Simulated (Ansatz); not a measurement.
# GeF2 monolayer (1T): following an unstable mode, part 2 of 3

Wanted: the energy along a soft mode of GeF2 monolayer (1T) and the structure at the end.

Ansatz 0.2.0; DFT PBEsol, scalar-relativistic, plane waves, PAW.

So far, highest frequency on the path or at a solved wavevector (cm⁻¹): step 2 (the dispersion) 356. Also lowest frequency on the path (cm⁻¹): step 2 -207.

**5. Energy along the mode, all amplitudes (two of the runs are shown above)**

An imaginary frequency means negative curvature, so the energy should fall and then rise again as anharmonic terms take over.

This step gave:

- depth at the lowest point sampled: 64.88 meV/atom
- largest atomic shift at that point: 0.32 Å

The energy from the parent by largest atomic shift:

```
largest atomic shift (Å)  energy from the parent (meV/atom)
                   0.000                                  0
                   0.040                               -2.3
                   0.080                              -8.93
                   0.140                              -25.1
                   0.220                              -50.6
                   0.320                              -64.9
                   0.450                               9.07
```

Displacement at unit largest shift by atom:

```
atom  x (Å)  y (Å)  z (Å)  size
 Ge1   0.50   0.00   0.00  0.50
 Ge2  -0.50   0.00   0.00  0.50
  F3   1.00   0.00   0.00  1.00
  F4  -1.00   0.00   0.00  1.00
  F5  -1.00   0.00   0.00  1.00
  F6   1.00   0.00   0.00  1.00
```

The lowest of the steps tried is at 0.32 Å, 64.9 meV/atom below the parent; the bottom of the well need not coincide with a step.

**6. Relaxing from the distorted cell**

Starting from the lowest point found, all atoms and the cell are let go, so that strain and other modes of the same symmetry can join in.

Input file input.yaml:

```yaml
crystal:
  lattice:
    - [3.5372703465, 0.0, 0.0]
    - [0.0, 6.1267319602, 0.0]
    - [0.0, 0.0, 27.6]
  atoms:
    - { symbol: Ge, position: [0.0450673887, 0.0, 0.3623188406] }
    - { symbol: Ge, position: [0.4549326113, 0.5, 0.3623188406] }
    - { symbol: F, position: [0.0904652369, 0.3333333333, 0.3974714677] }
    - { symbol: F, position: [0.4095347631, 0.8333333333, 0.3974714677] }
    - { symbol: F, position: [0.4095347631, 0.1666666667, 0.3271662134] }
    - { symbol: F, position: [1.0904652369, 0.6666666667, 0.3271662134] }
  periodic: [true, true, false]
kpoints:
  mp_grid: { grid: [6, 4, 1] }
hamiltonian:
  xc: pbesol
scf:
  occupations: { method: fixed }
output:
  forces: true
  stress: true
  eigenvalues: true
relax:
  adjacent_minimum: "off"
  f_tol: 0.002
  max_steps: 120
  cell: { stress_2d_tol: 0.005 }
```

Launch:

```sh
ansatz run input.yaml --threads 8 --pin off --max-ram 14336MiB --backend cpu --events-out ev --progress --plain --runs-dir out
```

Numbers of over 12 decimals in the logs are rounded to 6 here.

The log of the run:

```text
[...]
Crystal: 6 atoms, lattice volume = 598.145 Å³
Basis set: ecut = 420 eV, 11655 PW (Γ), exchange–correlation on 48×90×384 points (8 copies of the dense FFT grid, shifted against one another)
Bands: 34, of which v1, the nominal top of the filled ones, is band 28 counted from 1 (27 counted from 0)
Symmetry: 4 space group operations
[...]
k-points: 12 of 24
[...]
SCF iter   1: F=—  HF=-11708.871076 eV  |F-HF|=—  |Δ(HF+E_count)|=         —  Δρ=3.90e-3  dr2=6.36e-2  ethr=1.77e-3  ⟨swp⟩=5.4  Hψ=1584  notcnv=0  defer=45
[...]
SCF iter   8: F=-11708.865347 eV  HF=-11708.865347 eV  |F-HF|=4.87e-9  |Δ(HF+E_count)|=   4.54e-8  Δρ=2.94e-7  dr2=2.28e-10  ethr=8.90e-12  ⟨swp⟩=4.6  Hψ=1452  notcnv=0
SCF 1 converged in 8 iterations: F = -11708.865347 eV  dr2 = 2.28e-10
[...]
relax step   1: F+E_penalty+E_count = -11708.86534713 eV  Δ(F+E_penalty+E_count) = +0.000e0 eV  max|allowed force component| = 5.808e-1 eV/Å  Δτ_max = 0.0000 Å  P = +2.638 N/m  Ω = 598.145 Å³  fix = [c, alpha, beta]  reactions: c +0.000 N/m; alpha +0.000 N/m/rad  (8 SCF iters, dr2 threshold 1.00e-7 eV, accepted)
Crystal: 6 atoms, lattice volume = 618.632 Å³
Basis set: ecut = 420 eV, 12029 PW (Γ), exchange–correlation on 48×90×384 points (8 copies of the dense FFT grid, shifted against one another)
[...]
iter 1 solved again at ethr=1.19e-4 eV; its pass at ethr=3.10e-3 eV (dr2=6.67e-2 eV) is discarded
[...]
SCF iter   8: F=-11709.131965 eV  HF=-11709.131965 eV  |F-HF|=6.46e-10  |Δ(HF+E_count)|=   5.85e-9  Δρ=2.32e-7  dr2=1.61e-10  ethr=3.69e-11  ⟨swp⟩=2.0  Hψ=1080  notcnv=0
SCF 2 converged in 8 iterations: F = -11709.131965 eV  dr2 = 1.61e-10
relax step   2: F+E_penalty+E_count = -11709.13196522 eV  Δ(F+E_penalty+E_count) = -2.666e-1 eV  max|allowed force component| = 1.480e-1 eV/Å  Δτ_max = 0.0931 Å  P = +0.308 N/m  Ω = 618.632 Å³  energy of the carried Pulay correction = -1.099e-2 eV  fix = [c, alpha, beta]  reactions: c +0.000 N/m; alpha +0.000 N/m/rad  (8 SCF iters, dr2 threshold 6.00e-7 eV, accepted)
Crystal: 6 atoms, lattice volume = 630.613 Å³
Basis set: ecut = 420 eV, 12339 PW (Γ), exchange–correlation on 48×90×384 points (8 copies of the dense FFT grid, shifted against one another)
[...]
SCF iter   7: F=-11709.242823 eV  HF=-11709.242823 eV  |F-HF|=7.13e-8  |Δ(HF+E_count)|=   9.20e-7  Δρ=4.20e-6  dr2=6.32e-8  ethr=1.07e-9  ⟨swp⟩=16.2  Hψ=2392  notcnv=0
SCF 3 converged in 7 iterations: F = -11709.242823 eV  dr2 = 6.32e-8
relax step   3: F+E_penalty+E_count = -11709.24282334 eV  Δ(F+E_penalty+E_count) = -1.109e-1 eV  max|allowed force component| = 6.011e-1 eV/Å  Δτ_max = 0.1182 Å  P = -1.350 N/m  Ω = 630.613 Å³  energy of the carried Pulay correction = -1.725e-2 eV  fix = [c, alpha, beta]  reactions: c -0.000 N/m; alpha +0.000 N/m/rad  (7 SCF iters, dr2 threshold 6.00e-7 eV, accepted)
[... from here on, the SCF cycles and remarks between the steps are left out ...]
relax step   4: F+E_penalty+E_count = -11709.30834951 eV  Δ(F+E_penalty+E_count) = -6.553e-2 eV  max|allowed force component| = 2.837e-1 eV/Å  Δτ_max = 0.0384 Å  P = -1.051 N/m  Ω = 624.401 Å³  energy of the carried Pulay correction = -1.402e-2 eV  fix = [c, alpha, beta]  reactions: c -0.000 N/m; alpha +0.000 N/m/rad  (8 SCF iters, dr2 threshold 6.00e-7 eV, accepted)
relax step   5: F+E_penalty+E_count = -11709.35820639 eV  Δ(F+E_penalty+E_count) = -4.986e-2 eV  max|allowed force component| = 7.749e-2 eV/Å  Δτ_max = 0.0749 Å  P = -0.594 N/m  Ω = 612.208 Å³  energy of the carried Pulay correction = -7.587e-3 eV  fix = [c, alpha, beta]  reactions: c -0.000 N/m; alpha +0.000 N/m/rad  (8 SCF iters, dr2 threshold 6.00e-7 eV, accepted)
relax step   6: F+E_penalty+E_count = -11709.38508292 eV  Δ(F+E_penalty+E_count) = -2.688e-2 eV  max|allowed force component| = 9.747e-2 eV/Å  Δτ_max = 0.0439 Å  P = +0.350 N/m  Ω = 591.327 Å³  energy of the carried Pulay correction = +3.743e-3 eV  fix = [c, alpha, beta]  reactions: c -0.000 N/m; alpha -0.000 N/m/rad  (6 SCF iters, dr2 threshold 6.00e-7 eV, accepted)
relax step   7: F+E_penalty+E_count = -11709.38597823 eV  Δ(F+E_penalty+E_count) = -8.953e-4 eV  max|allowed force component| = 4.533e-3 eV/Å  Δτ_max = 0.0107 Å  P = -0.017 N/m  Ω = 595.611 Å³  energy of the carried Pulay correction = +1.386e-3 eV  fix = [c, alpha, beta]  reactions: c -0.000 N/m; alpha +0.000 N/m/rad  (4 SCF iters, dr2 threshold 5.94e-7 eV, accepted)
relax step   8: F+E_penalty+E_count = -11709.38673975 eV  Δ(F+E_penalty+E_count) = -7.615e-4 eV  max|allowed force component| = 1.223e-2 eV/Å  Δτ_max = 0.0024 Å  P = +0.022 N/m  Ω = 594.159 Å³  energy of the carried Pulay correction = +2.183e-3 eV  fix = [c, alpha, beta]  (6 SCF iters, dr2 threshold 1.28e-9 eV, rejected (line search))
relax step   9: F+E_penalty+E_count = -11709.38629305 eV  Δ(F+E_penalty+E_count) = -3.148e-4 eV  max|allowed force component| = 3.569e-4 eV/Å  Δτ_max = 0.0012 Å  P = -0.003 N/m  Ω = 595.073 Å³  energy of the carried Pulay correction = +1.681e-3 eV  fix = [c, alpha, beta]  reactions: c +0.000 N/m; alpha +0.000 N/m/rad  (8 SCF iters, accepted)
relax step  10: F+E_penalty+E_count = -11709.49058466 eV  Δ(F+E_penalty+E_count) = -1.043e-1 eV  max|allowed force component| = 6.285e-3 eV/Å  Δτ_max = 0.0000 Å  P = +0.827 N/m  Ω = 595.073 Å³  fix = [c, alpha, beta]  reactions: c -0.000 N/m; alpha +0.000 N/m/rad  stress off target by 1.69e0 N/m on what of the cell is left free  SCF on the basis re-selected at this cell (its energy is not comparable with the rows above)  (9 SCF iters)
relax step  11: F+E_penalty+E_count = -11709.52915001 eV  Δ(F+E_penalty+E_count) = -3.857e-2 eV  max|allowed force component| = 2.446e-2 eV/Å  Δτ_max = 0.0147 Å  P = +0.653 N/m  Ω = 603.469 Å³  energy of the carried Pulay correction = -4.842e-3 eV  fix = [c, alpha, beta]  reactions: c +0.000 N/m; alpha +0.000 N/m/rad  (7 SCF iters, dr2 threshold 6.00e-7 eV, accepted)
relax step  12: F+E_penalty+E_count = -11709.56076691 eV  Δ(F+E_penalty+E_count) = -3.162e-2 eV  max|allowed force component| = 3.815e-2 eV/Å  Δτ_max = 0.0210 Å  P = +0.315 N/m  Ω = 619.123 Å³  energy of the carried Pulay correction = -1.358e-2 eV  fix = [c, alpha, beta]  reactions: c -0.000 N/m; alpha +0.000 N/m/rad  (8 SCF iters, dr2 threshold 6.00e-7 eV, accepted)
[...]
relax step  37: F+E_penalty+E_count = -11709.67209314 eV  Δ(F+E_penalty+E_count) = -4.360e-3 eV  max|allowed force component| = 7.048e-4 eV/Å  Δτ_max = 0.0000 Å  P = +0.017 N/m  Ω = 702.699 Å³  fix = [c, alpha, beta]  reactions: c +0.000 N/m; alpha -0.000 N/m/rad  stress off target by 3.86e-2 N/m on what of the cell is left free  SCF on the basis re-selected at this cell (its energy is not comparable with the rows above)  (8 SCF iters)
relax step  38: F+E_penalty+E_count = -11709.67029474 eV  Δ(F+E_penalty+E_count) = +1.798e-3 eV  max|allowed force component| = 1.771e-3 eV/Å  Δτ_max = 0.0042 Å  P = +0.006 N/m  Ω = 706.915 Å³  energy of the carried Pulay correction = -2.024e-3 eV  fix = [c, alpha, beta]  reactions: c +0.000 N/m; alpha +0.000 N/m/rad  (7 SCF iters, dr2 threshold 2.62e-9 eV, accepted)
relax step  39: F+E_penalty+E_count = -11709.66992071 eV  Δ(F+E_penalty+E_count) = +3.740e-4 eV  max|allowed force component| = 3.688e-4 eV/Å  Δτ_max = 0.0006 Å  P = +0.000 N/m  Ω = 707.680 Å³  energy of the carried Pulay correction = -2.403e-3 eV  fix = [c, alpha, beta]  reactions: c -0.000 N/m; alpha +0.000 N/m/rad  (7 SCF iters, dr2 threshold 1.14e-10 eV, accepted)
relax step  40: F+E_penalty+E_count = -11709.67229242 eV  Δ(F+E_penalty+E_count) = -2.372e-3 eV  max|allowed force component| = 4.668e-4 eV/Å  Δτ_max = 0.0000 Å  P = +0.008 N/m  Ω = 707.680 Å³  fix = [c, alpha, beta]  reactions: c +0.000 N/m; alpha -0.000 N/m/rad  stress off target by 2.05e-2 N/m on what of the cell is left free  SCF on the basis re-selected at this cell (its energy is not comparable with the rows above)  (8 SCF iters)
relax step  41: F+E_penalty+E_count = -11709.67108013 eV  Δ(F+E_penalty+E_count) = +1.212e-3 eV  max|allowed force component| = 2.434e-3 eV/Å  Δτ_max = 0.0028 Å  P = +0.002 N/m  Ω = 710.370 Å³  energy of the carried Pulay correction = -1.281e-3 eV  fix = [c, alpha, beta]  reactions: c -0.000 N/m; alpha +0.000 N/m/rad  (7 SCF iters, dr2 threshold 7.36e-10 eV, accepted)
relax step  42: F+E_penalty+E_count = -11709.67097506 eV  Δ(F+E_penalty+E_count) = +1.051e-4 eV  max|allowed force component| = 5.222e-4 eV/Å  Δτ_max = 0.0003 Å  P = -0.002 N/m  Ω = 710.589 Å³  energy of the carried Pulay correction = -1.387e-3 eV  fix = [c, alpha, beta]  reactions: c +0.000 N/m; alpha -0.000 N/m/rad  (7 SCF iters, dr2 threshold 3.70e-10 eV, accepted)
relax step  43: F+E_penalty+E_count = -11709.67249967 eV  Δ(F+E_penalty+E_count) = -1.525e-3 eV  max|allowed force component| = 4.618e-4 eV/Å  Δτ_max = 0.0000 Å  P = +0.003 N/m  Ω = 710.589 Å³  fix = [c, alpha, beta]  reactions: c +0.000 N/m; alpha -0.000 N/m/rad  stress off target by 1.13e-2 N/m on what of the cell is left free  SCF on the basis re-selected at this cell (its energy is not comparable with the rows above)  (8 SCF iters)
relax step  44: F+E_penalty+E_count = -11709.67176522 eV  Δ(F+E_penalty+E_count) = +7.345e-4 eV  max|allowed force component| = 5.929e-4 eV/Å  Δτ_max = 0.0016 Å  P = +0.000 N/m  Ω = 712.210 Å³  energy of the carried Pulay correction = -7.588e-4 eV  fix = [c, alpha, beta]  reactions: c -0.000 N/m; alpha -0.000 N/m/rad  (7 SCF iters, dr2 threshold 2.23e-10 eV, accepted)
relax step  45: F+E_penalty+E_count = -11709.67262816 eV  Δ(F+E_penalty+E_count) = -8.629e-4 eV  max|allowed force component| = 6.009e-4 eV/Å  Δτ_max = 0.0000 Å  P = +0.003 N/m  Ω = 712.210 Å³  fix = [c, alpha, beta]  reactions: c +0.000 N/m; alpha -0.000 N/m/rad  stress off target by 8.05e-3 N/m on what of the cell is left free  SCF on the basis re-selected at this cell (its energy is not comparable with the rows above)  (8 SCF iters)
relax step  46: F+E_penalty+E_count = -11709.67216595 eV  Δ(F+E_penalty+E_count) = +4.622e-4 eV  max|allowed force component| = 5.802e-4 eV/Å  Δτ_max = 0.0010 Å  P = +0.000 N/m  Ω = 713.229 Å³  energy of the carried Pulay correction = -4.715e-4 eV  fix = [c, alpha, beta]  reactions: c +0.000 N/m; alpha -0.000 N/m/rad  (7 SCF iters, dr2 threshold 1.14e-10 eV, accepted)
relax step  47: F+E_penalty+E_count = -11709.67265806 eV  Δ(F+E_penalty+E_count) = -4.921e-4 eV  max|allowed force component| = 5.869e-4 eV/Å  Δτ_max = 0.0000 Å  P = +0.002 N/m  Ω = 713.229 Å³  fix = [c, alpha, beta]  reactions: c +0.000 N/m; alpha -0.000 N/m/rad  stress off target by 5.30e-3 N/m on what of the cell is left free  SCF on the basis re-selected at this cell (its energy is not comparable with the rows above)  (8 SCF iters)
relax step  48: F+E_penalty+E_count = -11709.67236765 eV  Δ(F+E_penalty+E_count) = +2.904e-4 eV  max|allowed force component| = 4.856e-4 eV/Å  Δτ_max = 0.0006 Å  P = +0.000 N/m  Ω = 713.867 Å³  energy of the carried Pulay correction = -2.939e-4 eV  fix = [c, alpha, beta]  reactions: c -0.000 N/m; alpha -0.000 N/m/rad  (7 SCF iters, dr2 threshold 4.93e-11 eV, accepted)
[...]
SCF iter   7: F=-11709.672647 eV  HF=-11709.672647 eV  |F-HF|=1.35e-10  |Δ(HF+E_count)|=   3.04e-8  Δρ=5.33e-9  dr2=2.03e-13  ethr=1.00e-12  ⟨swp⟩=19.3  Hψ=2571  notcnv=0
SCF 49 converged in 7 iterations: F = -11709.672647 eV  dr2 = 2.03e-13
relax step  49: F+E_penalty+E_count = -11709.67264747 eV  Δ(F+E_penalty+E_count) = -2.798e-4 eV  max|allowed force component| = 4.940e-4 eV/Å  Δτ_max = 0.0000 Å  P = +0.001 N/m  Ω = 713.867 Å³  fix = [c, alpha, beta]  reactions: c +0.000 N/m; alpha -0.000 N/m/rad  stress off target by 3.32e-3 N/m on what of the cell is left free  SCF on the basis re-selected at this cell (its energy is not comparable with the rows above)  (7 SCF iters)
[...]
SCF converged after 7 iterations
Free energy (F): -11709.672647 eV
[...]
Internal energy: -11709.672647 eV  (E = F + TS)
E sigma→0 (E₀):  -11709.672647 eV
Fermi energy:    -7.024987 eV
[...]
--- Forces (eV/Å), atoms counted from 1 ---
  atom   1  Ge    -0.00049401     0.00000000     0.00000000
  atom   2  Ge     0.00049401     0.00000000     0.00000000
  atom   3  F     -0.00031310    -0.00030333     0.00021451
  atom   4  F      0.00031310    -0.00030333     0.00021451
  atom   5  F      0.00031310     0.00030333    -0.00021451
  atom   6  F     -0.00031310     0.00030333    -0.00021451
  max |Σ_I F_I| component: 0.00e0 eV/Å
--- 2D stress c σ (N/m, compression-positive) ---
        0.003322      -0.000000      -0.000000
       -0.000000      -0.000586       0.000000
       -0.000000       0.000000      -0.000000
  P = ½ c Tr σ = 0.0014 N/m
--- Band table (eV; the first three rows and the last of 12) ---
  k-point 0: bands = [... 24 lower, -10.0010, -9.6976, -9.2128, -7.0250, -3.2395, -2.1023, -0.8190 (-0.8190°), -0.2801, ... 2 higher]
  k-point 1: bands = [... 24 lower, -9.8773, -9.8753, -8.8683, -7.3828, -2.8504, -2.0048, -0.8384 (-0.8384°), -0.6116 (-0.6116°), ... 2 higher]
  k-point 2: bands = [... 24 lower, -9.8235, -9.8235, -8.1538, -8.1538, -2.0388, -2.0388, -1.2832, -1.2832, ... 2 higher]
  k-point 11: bands = [... 24 lower, -9.8063, -9.8063, -7.7602, -7.7602, -2.1801, -2.1801, -1.4819, -1.4819, ... 2 higher]
  ° read free of the cell's end (the report's vacuum.weakly_bound_levels)
--- Relaxed structure (38 steps of the walk, 36 accepted, 11 SCFs on fresh bases) ---
  F+E_penalty+E_count = -11709.67264747 eV   max|allowed force component| = 4.940e-4 eV/Å   (the final SCF, on the basis selected at the relaxed cell)
  cell:  # Å, volume = 713.8671 Å³
    - [4.928901, 0, 0]
    - [0, 5.247569, 0]
    - [0, 0, 27.6]
  atoms:
    - { symbol: Ge, position: [0.060871, -1.2977254404485119e-19, 0.362319] }
    - { symbol: Ge, position: [0.439129, 0.5, 0.362319] }
    - { symbol: F, position: [0.171851, 0.345185, 0.401348] }
    - { symbol: F, position: [0.328149, 0.845185, 0.401348] }
    - { symbol: F, position: [0.328149, 0.154815, 0.323290] }
    - { symbol: F, position: [1.171851, 0.654815, 0.323290] }
```

The job ended after 85 s (8 threads of Intel Xeon 6975P-C (Granite Rapids), shared host; peak memory 1.7 GiB).

Step by step (22 of 49):

```
step  energy less that of the first step (eV)  largest force component (eV/Å)  volume (Å³)
   1                                   0.0000                          0.5808       598.14
   3                                  -0.3775                          0.6011       630.61
   6                                  -0.5197                          0.0975       591.33
   8                                  -0.5214                          0.0122       594.16
 10*                                  -0.6252                          0.0063       595.07
  12                                  -0.6954                          0.0381       619.12
  15                                  -0.6993                          0.0069       627.82
 17*                                  -0.7490                          0.0041       627.96
  19                                  -0.7612                          0.0243       656.30
  22                                  -0.7577                          0.0013       661.37
  24                                  -0.7925                          0.0305       668.29
  26                                  -0.7874                          0.0103       681.63
 28*                                  -0.8023                          0.0019       681.84
  31                                  -0.8006                          0.0027       689.42
  33                                  -0.7980                          0.0011       694.66
  35                                  -0.8047                          0.0002       697.69
  38                                  -0.8049                          0.0018       706.92
 40*                                  -0.8069                          0.0005       707.68
  42                                  -0.8056                          0.0005       710.59
  44                                  -0.8064                          0.0006       712.21
 47*                                  -0.8073                          0.0006       713.23
 49*                                  -0.8073                          0.0005       713.87
```

Relaxation steps marked * repeat the geometry before them on a plane-wave basis chosen anew for their cell, so energy and pressure can jump there. Other such steps can lie between the rows shown. Relaxation steps 8, 30 were tried and not accepted.

The run keeps the 4 symmetry operations that it works with, so distortions that break them were not tested.

```
cell as run  before  after   change
      a (Å)   3.537  4.929  +39.3 %
      b (Å)   6.127  5.248  -14.3 %
```

The atoms that moved most (Å, along periodic axes as changes of fractional coordinates times the final cell, across vacuum about the mean position):

```
atom      dx      dy      dz  length
  F5  -0.401  -0.062  -0.107   0.420
  F3   0.401   0.062   0.107   0.420
  F6   0.401  -0.062  -0.107   0.420
  F4  -0.401   0.062   0.107   0.420
 Ge2  -0.078   0.000   0.000   0.078
 Ge1   0.078   0.000   0.000   0.078
```

Final coordinates:

```xyz
6
Lattice="4.9289 0.0000 0.0000 0.0000 5.2476 0.0000 0.0000 0.0000 27.6000" Properties=species:S:1:pos:R:3
Ge    0.3000    0.0000   10.0000
Ge    2.1644    2.6238   10.0000
F     0.8470    1.8114   11.0772
F     1.6174    4.4352   11.0772
F     1.6174    0.8124    8.9228
F     5.7759    3.4362    8.9228
```

Numbers from this step:

```
gap on the k-mesh : 3.786 eV
area per atom     : 4.311 Å²
```

The distorted start has space group P2/c; the relaxation ends in P2/c.

(Part 2 of 3 ends here.)

[Logs are printed without paths, hosts, clocks, repeated set-up lines and the standing remarks that a program may print on its own settings, such as how far it seeks lower states.]

[Hosts, paths, dates, database ids (printed as entryN), source tags and the programs' standing remarks are cut or masked in the printed files.]
